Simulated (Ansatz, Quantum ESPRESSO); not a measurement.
# CsCaF3 (Pm-3m): phonons by linear response, part 4 of 4

Wanted: phonon bands, density of states and zone-centre response of CsCaF3 (Pm-3m).

Quantum ESPRESSO 7.5; DFT LDA, scalar-relativistic, plane waves, GBRV ultrasoft pseudopotentials.

So far. Step 9 (Zone-centre analysis): The rule also moves an optical mode by 0.5 cm⁻¹. Step 12 (The LO-TO splitting (1 0 0)): The field moves 3 modes; the highest of them now lies at 487 cm⁻¹, where the highest that moved away lay at 408.

## (14) A second program

The same cell goes through another code, with its own cutoff. It uses its own PAW datasets, so the potentials differ. Its k mesh is centred on Γ.

This step: DFT LDA, scalar-relativistic, plane waves, PAW (Ansatz 0.2.0).

The input, input.yaml:

```yaml
crystal:
  lattice:
    - [4.405274546, 0.0, 0.0]
    - [0.0, 4.405274546, 0.0]
    - [0.0, 0.0, 4.405274546]
  atoms:
    - { symbol: Cs, position: [0.0, 0.0, 0.0] }
    - { symbol: Ca, position: [0.5, 0.5, 0.5] }
    - { symbol: F, position: [0.0, 0.5, 0.5] }
    - { symbol: F, position: [0.5, 0.0, 0.5] }
    - { symbol: F, position: [0.5, 0.5, 0.0] }
kpoints:
  mp_grid: { grid: [4, 4, 4] }
hamiltonian:
  xc: lda
scf:
  occupations: { method: fixed }
output:
  eigenvalues: true
phonons:
  method: dfpt
  dielectric: true
  rigid_motions: translations
  qmesh: [2, 2, 2]
  temperatures: { t_max: 1000, t_step: 50 }
  qpath:
    path:
      - [[0.0, 0.0, 0.0], [0.0, 0.5, 0.0], [0.5, 0.5, 0.0], [0.0, 0.0, 0.0], [0.5, 0.5, 0.5], [0.0, 0.5, 0.0]]
      - [[0.5, 0.5, 0.5], [0.5, 0.5, 0.0]]
    npoints: 12
```

Launch:

```bash
$ ansatz run input.yaml --threads 8 --pin off --max-ram 16384MiB --backend cpu --events-out ev --progress --plain --runs-dir out
```

Numbers of over 12 decimals in the logs are rounded to 6 here.

Output:

```text
Engine: ansatz 0.2.0, aarch64-unknown-linux-gnu
Pseudopotentials: kind: paw
Pseudopotential: Cs, paw, valence charge 9, recommended cutoff 420 eV (normal), Cs.paw.azcp
Pseudopotential: Ca, paw, valence charge 10, recommended cutoff 420 eV (normal), Ca.paw.azcp
Pseudopotential: F, paw, valence charge 7, recommended cutoff 420 eV (normal), F.paw.azcp
Functional definition: SPW92
  exchange = slater_x
  correlation = pw_c
Crystal: 5 atoms, lattice volume = 85.491 Å³
Basis set: ecut = 420 eV, 1743 PW (Γ), exchange–correlation on 60×60×60 points (8 copies of the dense FFT grid, shifted against one another)
Bands: 25, of which v1, the nominal top of the filled ones, is band 20 counted from 1 (19 counted from 0)
Symmetry: 48 space group operations
k-points: 30 of 64 (irreducible under 2 space group operations, time reversal used)
Non-local potential: Cs, projectors of the file, l = 0: 3, l = 1: 2, l = 2: 2, l = 3: 2
Non-local potential: Ca, projectors of the file, l = 0: 3, l = 1: 2, l = 2: 2
Non-local potential: F, projectors of the file, l = 0: 2, l = 1: 2, l = 2: 1
PAW form: soft (Blöchl's): semilocal exchange-correlation on the pseudo side does not see the compensation charge
PAW frozen core: Cs, regenerated for the run's functional, and the local potential with it (the file was generated under x = pbe(κ = 0.804, μ = 0.219515), c = pbe(β = 0.066725))
PAW frozen core: Ca, regenerated for the run's functional, and the local potential with it (the file was generated under x = pbe(κ = 0.804, μ = 0.219515), c = pbe(β = 0.066725))
PAW frozen core: F, regenerated for the run's functional, and the local potential with it (the file was generated under x = pbe(κ = 0.804, μ = 0.219515), c = pbe(β = 0.066725))
PAW one-centre angular grid: Cs, 194 points (default); XC on 64 Gauss nodes
PAW one-centre angular grid: Ca, 110 points (default); XC on 64 Gauss nodes
PAW one-centre angular grid: F, 110 points (default); XC on 64 Gauss nodes
Initial density: superposition of atomic densities (neutral atoms: chi_scale 0, normalization atom), corrected by the library's trained network
Initial wavefunctions: pseudopotential atomic-orbital guess
Functional: x = slater, c = lda
SCF iter   1: F=—  HF=-9668.176646 eV  |F-HF|=—  |Δ(HF+E_count)|=         —  Δρ=1.74e-2  dr2=1.88e-1  ethr=1.77e-3  ⟨swp⟩=4.8  Hψ=3035  notcnv=0  defer=77
preconditioner: auto → Resta (q_TF=auto, 2.404 Å⁻¹)  ε∞=3.2  [insulator: Δε(μ)=7.053 eV  Ē_g=16.658 eV  n_scr=18 (ndim 8)  ℏωp=24.8 eV  f_vac=0.016  ε∞_Penn≈3.2]
SCF iter   2: F=—  HF=-9668.127763 eV  |F-HF|=—  |Δ(HF+E_count)|=   4.89e-2  Δρ=5.66e-3  dr2=9.76e-3  ethr=4.71e-4  ⟨swp⟩=2.2  Hψ=1470  notcnv=0  defer=75
SCF iter   3: F=—  HF=-9668.125014 eV  |F-HF|=—  |Δ(HF+E_count)|=   2.75e-3  Δρ=2.01e-3  dr2=2.07e-3  ethr=2.44e-5  ⟨swp⟩=2.6  Hψ=1312  notcnv=0  defer=82
SCF iter   4: F=—  HF=-9668.124515 eV  |F-HF|=—  |Δ(HF+E_count)|=   4.99e-4  Δρ=3.48e-4  dr2=6.92e-5  ethr=5.19e-6  ⟨swp⟩=3.0  Hψ=1206  notcnv=0  defer=79
SCF iter   5: F=—  HF=-9668.124512 eV  |F-HF|=—  |Δ(HF+E_count)|=   3.65e-6  Δρ=3.91e-5  dr2=1.10e-6  ethr=1.73e-7  ⟨swp⟩=2.0  Hψ=997  notcnv=0  defer=63
SCF iter   6: F=—  HF=-9668.124513 eV  |F-HF|=—  |Δ(HF+E_count)|=   1.12e-6  Δρ=3.77e-6  dr2=8.39e-9  ethr=2.75e-9  ⟨swp⟩=2.6  Hψ=1192  notcnv=0  defer=39
SCF iter   7: F=—  HF=-9668.124513 eV  |F-HF|=—  |Δ(HF+E_count)|=   8.67e-9  Δρ=5.73e-7  dr2=2.17e-10  ethr=2.10e-11  ⟨swp⟩=2.3  Hψ=1205  notcnv=0  defer=40
SCF iter   8: F=-9668.124513 eV  HF=-9668.124513 eV  |F-HF|=5.46e-12  |Δ(HF+E_count)|=  3.27e-11  Δρ=8.05e-8  dr2=5.04e-12  ethr=1.00e-12  ⟨swp⟩=12.2  Hψ=5164  notcnv=0
SCF 1 converged in 8 iterations: F = -9668.124513 eV  dr2 = 5.04e-12
  greatest PAW one-centre occupation: 0.996 electrons in one spin orbital (limit 2), on the Ca atom at site 1 (counted from 0), in its partial waves of l = 0
DFPT response loops at Γ: preconditioner auto → none (the input reference at scf.mixing.eps_inf says where Resta's filter doesn't serve); β = 0.50; Broyden in place of MSR1
── the response to a field inside a basis, on 4×4×4 k-points: an SCF that follows is theirs, and a resumed run solves both again ──
Bands: 21, of which v1, the nominal top of the filled ones, is band 20 counted from 1 (19 counted from 0)
k-points: 4 of 64
Initial density: handed on by an earlier stage of this run
Initial wavefunctions: pseudopotential atomic-orbital guess (no wavefunctions were taken with the density)
Eigensolver: Dense (4 Hₖ)
SCF iter   1: F=—  HF=-9668.124708 eV  |F-HF|=—  |Δ(HF+E_count)|=         —  Δρ=7.00e-4  dr2=8.03e-5  ethr=1.00e-1
preconditioner: auto → Resta (q_TF=auto, 2.404 Å⁻¹)  ε∞=3.3  [insulator: Δε(μ)=8.104 eV  Ē_g=16.334 eV  n_scr=18 (ndim 8)  ℏωp=24.8 eV  f_vac=0.015  ε∞_Penn≈3.3]
SCF iter   2: F=—  HF=-9668.124673 eV  |F-HF|=—  |Δ(HF+E_count)|=   3.57e-5  Δρ=2.49e-4  dr2=2.39e-5  ethr=2.01e-7
SCF iter   3: F=—  HF=-9668.124666 eV  |F-HF|=—  |Δ(HF+E_count)|=   6.70e-6  Δρ=1.29e-4  dr2=2.72e-6  ethr=5.98e-8
SCF iter   4: F=-9668.124665 eV  HF=-9668.124665 eV  |F-HF|=3.61e-9  |Δ(HF+E_count)|=   1.46e-6  Δρ=4.06e-6  dr2=1.02e-8  ethr=6.79e-9
SCF 1 converged in 4 iterations: F = -9668.124665 eV  dr2 = 1.02e-8
DFPT response loops at Γ: mixed as the last ones told, above
NSCF: frozen V_eff on 10 k-points
NSCF: frozen V_eff on 54 k-points
DFPT response loops at q = (0, 0, -0.5) (fractional): mixed as the last ones told, above
NSCF: frozen V_eff on 54 k-points
DFPT response loops at q = (0, -0.5, -0.5) (fractional): mixed as the last ones told, above
NSCF: frozen V_eff on 54 k-points
DFPT response loops at q = (-0.5, -0.5, -0.5) (fractional): mixed as the last ones told, above
SCF converged after 8 iterations
Free energy (F): -9668.124513 eV
Harris-Foulkes:  -9668.124513 eV  (|F-HF|=5.46e-12)
Internal energy: -9668.124513 eV  (E = F + TS)
E sigma→0 (E₀):  -9668.124513 eV
Fermi energy:    2.955403 eV
--- Per-component energies (eV) ---
  E_band       = -231.352252
  E_kinetic    = 1041.266834
  E_local      = -2789.247045  (includes V_loc(G=0)·N_el)
  E_nonlocal   = 326.890420
  E_hartree    = 1042.279638
  E_xc         = -545.847346
  E_vxc        = -604.547287  (∫ρ·V_xc dr)
  E_paw        = -6281.824226  (= ΣΔE_a)
  E_vpaw       = -290.280532  (= ΣTr[D̂ρ^β])
  E_aug_tail   = 0.006084  (compensation charges beyond the density's cutoff)
  E_ewald      = -2462.542349
  E_core_change = 0.893477  (= ΣΔE_core)
  E_smearing   = -0.000000  (= −TS)
  E_closure    = -0.000000  (closes the sum)
  Σ components = -9668.124513   (vs F -9668.124513, Δ=0.00e0)
--- Band table (eV; the first three rows and the last of 30) ---
  k-point 0: bands = [... 16 lower, 2.4583, 2.9554, 2.9554, 2.9554, 10.2752, 11.0752, 11.0752, 11.5388, ... 1 higher]
  k-point 1: bands = [... 16 lower, 2.4629, 2.4970, 2.8422, 2.8422, 11.0968, 11.5550, 11.7534, 12.0718, ... 1 higher]
  k-point 2: bands = [... 16 lower, 2.5241, 2.5241, 2.7018, 2.7018, 11.8760, 12.0336, 12.1474, 12.8167, ... 1 higher]
  k-point 29: bands = [... 16 lower, 2.5561, 2.9082, 2.9082, 2.9082, 12.0265, 12.0265, 12.0265, 13.4691, ... 1 higher]
--- Phonons (Γ-DFPT): 4 representative perturbations + reference, on 30 of 64 k-points (Σ response iterations 14) ---
  k mesh reduced under 2 symmetry operations, with k and −k counted as one. Each operation leaves every solved perturbation unchanged. A smaller set is not considered because the run solves the response to a homogeneous field
  ASR residual: 2.526e-5 → 0.000e0 eV/Å²; symmetrization residual: 8.442e-6 eV/Å²
  ASR residual per site (eV/Å²): 2.19e-5 1.18e-5 2.53e-5 2.53e-5 2.53e-5
  Γ frequencies (cm⁻¹): 0.00 0.00 0.00 94.81 94.81 94.81 120.03 120.03 120.03 172.76 172.76 172.76 406.03 406.03 406.03
  ε∞ (high-frequency dielectric tensor):
        2.485103    -0.000000     0.000000
       -0.000000     2.485103     0.000000
        0.000000     0.000000     2.485103
  ε⁰ (static dielectric tensor: ions relaxed, cell fixed):
        9.392123    -0.000000     0.000000
       -0.000000     9.392123     0.000000
        0.000000     0.000000     9.392123
  ε⁰ − ε∞ (ionic part):
        6.907020    -0.000000     0.000000
       -0.000000     6.907020     0.000000
        0.000000     0.000000     6.907020
  softest optical mode at Γ: 94.81 cm⁻¹; the repairs (sum rule, projections) moved no ω² at Γ by more than (1.47 cm⁻¹)²
  Born effective charges Z* (e; rows j = field, columns β = displacement):
    site 0:
         1.36054    0.00000    0.00000
         0.00000    1.36054    0.00000
        -0.00000    0.00000    1.36054
    site 1:
         2.45426   -0.00000    0.00000
         0.00000    2.45426    0.00000
        -0.00000    0.00000    2.45426
    site 2:
        -1.61383    0.00000    0.00000
         0.00000   -1.10048    0.00000
        -0.00000    0.00000   -1.10048
    site 3:
        -1.10048   -0.00000   -0.00000
        -0.00000   -1.61383    0.00000
         0.00000    0.00000   -1.10048
    site 4:
        -1.10048   -0.00000    0.00000
        -0.00000   -1.10048    0.00000
        -0.00000    0.00000   -1.61383
  Z* charge neutrality: 4.372e-3 e pre-enforcement
  solved inside a basis spanned on kpoints, on 4×4×4 k-points, its susceptibility summed on 8×8×8: ε∞ is read to err by 5.1e-3, Z* by 1.2e-2 e (field_mesh: kpoints solves on kpoints); Z* is corrected for what the basis lacks
  optical modes at Γ without the LO–TO term, one row a degenerate level:
      ω (cm⁻¹)  modes    IR ((D/Å)²/amu)
         94.81      3             3.8739
        120.03      3             0.0000
        172.76      3             8.8602
        406.03      3            16.9441
  optical modes at Γ + LO–TO along q̂ = [1.0000, 0.0000, 0.0000]:
      ω (cm⁻¹)  modes    IR ((D/Å)²/amu)
         94.81      2             2.5826
        114.50      1             0.1143
        120.03      3             0.0000
        172.76      2             5.9068
        232.52      1             1.6185
        406.03      2            11.2960
        485.63      1             8.1599
  optical modes at Γ + LO–TO along q̂ = [0.0000, 1.0000, 0.0000]:
      ω (cm⁻¹)  modes    IR ((D/Å)²/amu)
         94.81      2             2.5826
        114.50      1             0.1143
        120.03      3             0.0000
        172.76      2             5.9068
        232.52      1             1.6185
        406.03      2            11.2960
        485.63      1             8.1599
  optical modes at Γ + LO–TO along q̂ = [0.0000, 0.0000, 1.0000]:
      ω (cm⁻¹)  modes    IR ((D/Å)²/amu)
         94.81      2             2.5826
        114.50      1             0.1143
        120.03      3             0.0000
        172.76      2             5.9068
        232.52      1             1.6185
        406.03      2            11.2960
        485.63      1             8.1599
--- Phonons (arbitrary-q DFPT): 4 irreducible q on the 2×2×2 mesh ---
  q = [0.0000, 0.0000, 0.0000] (star 1, of the zone-centre solve; hermiticity 1.93e-6, symmetrization 1.21e-7): -0.00 -0.00 0.00 94.81 94.81 94.81 120.03 120.03 120.03 172.76 172.76 172.76 406.03 406.03 406.03
  q = [0.0000, 0.0000, -0.5000] (star 3, 9 solved perturbations in 216 linear systems a pass and spin channel, the states on 27 of 64 k-point pairs; hermiticity 8.59e-7, symmetrization 1.70e-13): 60.93 60.93 87.54 92.21 92.21 135.03 135.88 135.88 165.00 165.00 177.52 349.71 405.72 405.72 427.02
  q = [0.0000, -0.5000, -0.5000] (star 3, 9 solved perturbations in 216 linear systems a pass and spin channel, the states on 27 of 64 k-point pairs; hermiticity 6.77e-7, symmetrization 4.01e-14): 60.23 68.46 68.46 78.54 127.55 132.62 132.62 145.28 145.28 226.02 302.60 302.60 370.73 405.27 454.54
  q = [-0.5000, -0.5000, -0.5000] (star 1, 4 solved perturbations in 81 linear systems a pass and spin channel, the states on 27 of 64 k-point pairs; hermiticity 2.43e-7, symmetrization 2.47e-13): 69.42 69.42 69.42 72.06 72.06 72.06 183.67 183.67 183.67 296.70 296.70 296.70 370.41 370.41 470.70
  sum rule: each row above includes the acoustic sum rule's correction from the zone centre's row sums; it moved no ω² by more than (0.60 cm⁻¹)²
  mesh force constants: q→R imaginary residual 8.08e-18; ASR residual 2.526e-5 → 0.000e0 eV/Å²; symmetrization residual 1.066e-14 eV/Å²
  interpolated dispersion: 75 rows × 15 modes
  density of states and harmonic sums: on the 14×14×14 q-mesh, interpolated from the force constants of a 2×2×2 supercell (with the dipole–dipole term)
  largest difference from the sums on the solved wave vectors: F 6.13e-2 eV, S 9.37e-5 and C_V 3.20e-5 eV/K
  zero-point energy: 0.183224 eV/cell   skipped modes (ω ≤ 0): 3   left out of the sums: 7.29e-5 of the cell's modes: C_V's classical limit lies that fraction below 3 k_B per atom; for a crystal, a wire or a layer, F and S can be off by more, and a phonons.interpolated_qmesh denser along its periods is the remedy for the sampling
```

Run time: 32 s. Hardware: 8 threads of Arm Neoverse V1, shared host; peak memory 0.72 GiB.

This step gave:

| Quantity | Value |
| --- | --- |
| gap on the k-mesh | 7.320 eV |
| sum-rule residual before enforcement | 2.53e-5 eV/Å² |
| miss of the charge sum rule | 0.004372 e |
| estimated error of the dielectric tensor | 0.005052 |
| estimated error of the Born charges | 0.01178 e |
| mean frequency | 197 cm⁻¹ |
| Debye temperature (second moment) | 437 K |
| logarithmic mean frequency | 158.9 cm⁻¹ |
| highest optical zone-centre mode (no LO-TO term) | 406.0 cm⁻¹ |
| lowest optical zone-centre mode | 94.81 cm⁻¹ |
| mean high-frequency dielectric constant | 2.485 |
| largest Born charge in size (third of the trace) | 2.454 e |
| mean static dielectric constant | 9.392 |
| highest mode moved by the LO-TO term | 485.6 cm⁻¹ |

Transverse modes. Infrared lines, with heights relative to the strongest:

| position (cm⁻¹) | label | IR intensity ((D/Å)²/amu), degenerate modes summed, relative |
| --- | --- | --- |
| 95 | T1u | 23 |
| 120 | T2u | 0.0 |
| 173 | T1u | 52 |
| 406 | T1u | 100 |

## (15) The two compared: QE GBRV and Ansatz, PAW

Worked out from the results:

```yaml
root_mean_square_difference: 1.45 cm⁻¹
largest_difference: 3.33 cm⁻¹
root_mean_square_difference_on_the_path: 1.1 cm⁻¹
largest_difference_on_the_path: 2.5 cm⁻¹
```

The 12 of 60 modes that differ most. Frequencies side by side:

| q (reciprocal lattice) | mode | QE GBRV (cm⁻¹) | Ansatz, PAW (cm⁻¹) |
| --- | --- | --- | --- |
| 0 0 0 | 1 | -8.49 | 0 |
| 0 0 0 | 2 | -8.49 | 0 |
| 0 0 0 | 3 | -8.49 | 0 |
| 0 0 0 | 13 | 407.9 | 406 |
| 0 0 0 | 14 | 407.9 | 406 |
| 0 0 -0.5 | 13 | 407.6 | 405.7 |
| 0 0 -0.5 | 14 | 407.6 | 405.7 |
| 0 -0.5 -0.5 | 4 | 75.38 | 78.54 |
| 0 -0.5 -0.5 | 14 | 407.2 | 405.3 |
| -0.5 -0.5 -0.5 | 1 | 66.09 | 69.42 |
| -0.5 -0.5 -0.5 | 2 | 66.09 | 69.42 |
| -0.5 -0.5 -0.5 | 3 | 66.09 | 69.42 |

The two runs side by side. Further quantities:

| quantity | QE GBRV | Ansatz, PAW |
| --- | --- | --- |
| mean ε∞ | 2.483 | 2.485 |
| largest Born charge in size (e; the first before, the second after the charge sum rule) | 2.452 | 2.454 |

The interpolated bands of the two lie on top of each other.

At the solved wavevectors the largest difference (acoustic modes at Γ apart) is 0.7 % of the highest mode, but 5 % of the mode at 66 cm⁻¹ on which it sits.

## (16) Outcome

* space group after relaxation: Pm-3m
* volume per atom: 17.1 Å³
* gap on the k-mesh: 7.30 eV
* highest optical zone-centre mode (no LO-TO term): 408.1 cm⁻¹
* lowest optical zone-centre mode: 93.5 cm⁻¹
* highest mode moved by the LO-TO term: 487.1 cm⁻¹
* mean high-frequency dielectric constant: 2.48
* largest Born charge in size (third of the trace): 2.45 e
* mean static dielectric constant: 9.52
* q mesh: 2×2×2
* lowest mode on the q mesh (acoustic ones at the zone centre apart): 59.3 cm⁻¹
* zero-point energy per atom: 36.6 meV
* heat capacity at 300 K: 22.6 J/(mol atoms K)
* vibrational entropy at 300 K: 33.0 J/(mol atoms K)
* imaginary modes on the q mesh: none
* largest difference from Ansatz, PAW: 3.33 cm⁻¹

What this shows: CsCaF3 (Pm-3m) is dynamically stable on the 2×2×2 mesh; its spectrum reaches 487 cm⁻¹. At the LDA level the optical modes of CsCaF3 (Pm-3m) at the zone centre (no LO-TO term) run from 94 to 408 cm⁻¹. Along the directions run, the highest mode that the macroscopic field moves lies at 487 cm⁻¹. Lattice motion raises the mean dielectric constant from 2.483 to 9.524. Of the 12 optical modes, 9 are infrared active alone and 3 are silent. QE GBRV and Ansatz, PAW differ by 1.4 cm⁻¹ in the root mean square and by 3.3 cm⁻¹ at most, 0.7 % of the highest mode compared (acoustic modes at Γ left out; ph.x's values are those before the sum rule); the two use different potentials, and the cell was not relaxed for the second set. These are harmonic frequencies at zero temperature: anharmonic shifts and linewidths and thermal expansion are left out. Spin-orbit coupling is left out, which can matter for the heavy elements here. The LDA runs differ in the fit of the correlation energy, Perdew-Zunger in some and Perdew-Wang in others. The q mesh stands for a supercell only 8.8 Å across, so branches between the solved wavevectors are rough. The structure comes from a database and need not be the phase that is stable at ambient conditions.

[Host names and launcher messages were left out of these logs when they were recorded.]

[Logs are printed without paths, hosts, clocks, repeated set-up lines and the standing remarks that a program may print on its own settings, such as how far it seeks lower states.]

[Hosts, paths, dates, database ids (printed as entryN), source tags and the programs' standing remarks are cut or masked in the printed files.]
